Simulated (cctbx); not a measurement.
# Symmetry from intensities

Cell: a = 5.5900 Å, b = 5.5900 Å, c = 7.6980 Å, α = 90.00°, β = 90.00°, γ = 90.00°. Expected content of the cell: Pr2 Pd8 C8.

The data are simulated with cctbx, not measured: Cu Kα, λ = 1.54184 Å, to d = 0.83 Å, 95 % of the full sphere, strongest reflection 20000 counts, noise from counting, a 6 % proportional error and a noise floor of 2 counts (s.d.); no absorption.

Tests on the unmerged data give:

```text
1697 reflections to d = 0.832 A
centring   violations  <I/sigma> of those
    A        685 of   862     11.1
    B        682 of   860     11.1
    C        743 of   830     12.2
    I        550 of   840      9.1
    R        934 of  1137     11.3
    F       1055 of  1276     11.5
Laue class    unique    Rint  (classes that these axes allow; Friedel mates merged)
P -1              884   0.036
P 1 2/m 1         495   0.042
P 1 1 2/m         483   0.044
P 2/m 1 1         495   0.043
P m m m           294   0.046
P 4/m             246   0.048
P 4/m m m         168   0.049
space group    extra absences  I>4sigma  <I/sigma>
P 4 2 2                 0          0         -  acentric
P 4 21 2               11          0       0.1  acentric
P 42 2 2               10          0       0.3  acentric
P 42 21 2              21          0       0.2  acentric
P 4 m m                 0          0         -  acentric
P 42 m c              129          0      -0.0  acentric
P -4 2 m                0          0         -  acentric
P -4 2 c              129          0      -0.0  acentric
P -4 21 m              11          0       0.1  acentric
P -4 21 c             140          0       0.0  acentric
P -4 m 2                0          0         -  acentric
P 4/m m m               0          0         -  centric
P 4/n m m :1           73          0       0.1  centric
P 4/n m m :2           73          0       0.1  centric
P 42/m m c            129          0      -0.0  centric
P 42/n m c :1         202          0       0.0  centric
P 42/n m c :2         202          0       0.0  centric
Wilson B = 0.91 A^2   <|E^2-1|> = 0.837 (0.968 centric, 0.736 acentric)   E^2>4: 1.3 %
shell (A)         n   <I/sigma>
 7.70 - 1.66     30     27.0
 1.66 - 1.32     20     31.2
 1.32 - 1.15     21     35.1
 1.15 - 1.05     21     35.6
 1.05 - 0.97     15     33.1
 0.97 - 0.92     22     28.6
 0.92 - 0.87     17     40.7
 0.87 - 0.83     22     29.1
```

Q: Read the symmetry from these tables.

Every centring test has many violations, so the lattice is primitive.

Rint stays low (0.036 to 0.049) up to P 4/m m m, the highest class in these axes.

17 settings pass the absence test. The most absences obeyed, 202, belong to P 42/n m c alone.

⟨|E²−1|⟩ = 0.837 lies between the two ideal values. The Wilson B of 0.91 Å² means U ≈ 0.0115 Å².

The true group is P4_2/nmc (no. 137, origin choice 1), Laue class 4/mmm, centrosymmetric. The tables fix it.

The model was made for the exercise: a known structure type with other elements put in, its volume estimated, not relaxed; displacement parameters are assumed.

[Logs are printed without paths, hosts, clocks, repeated set-up lines and the standing remarks that a program may print on its own settings, such as how far it seeks lower states.]
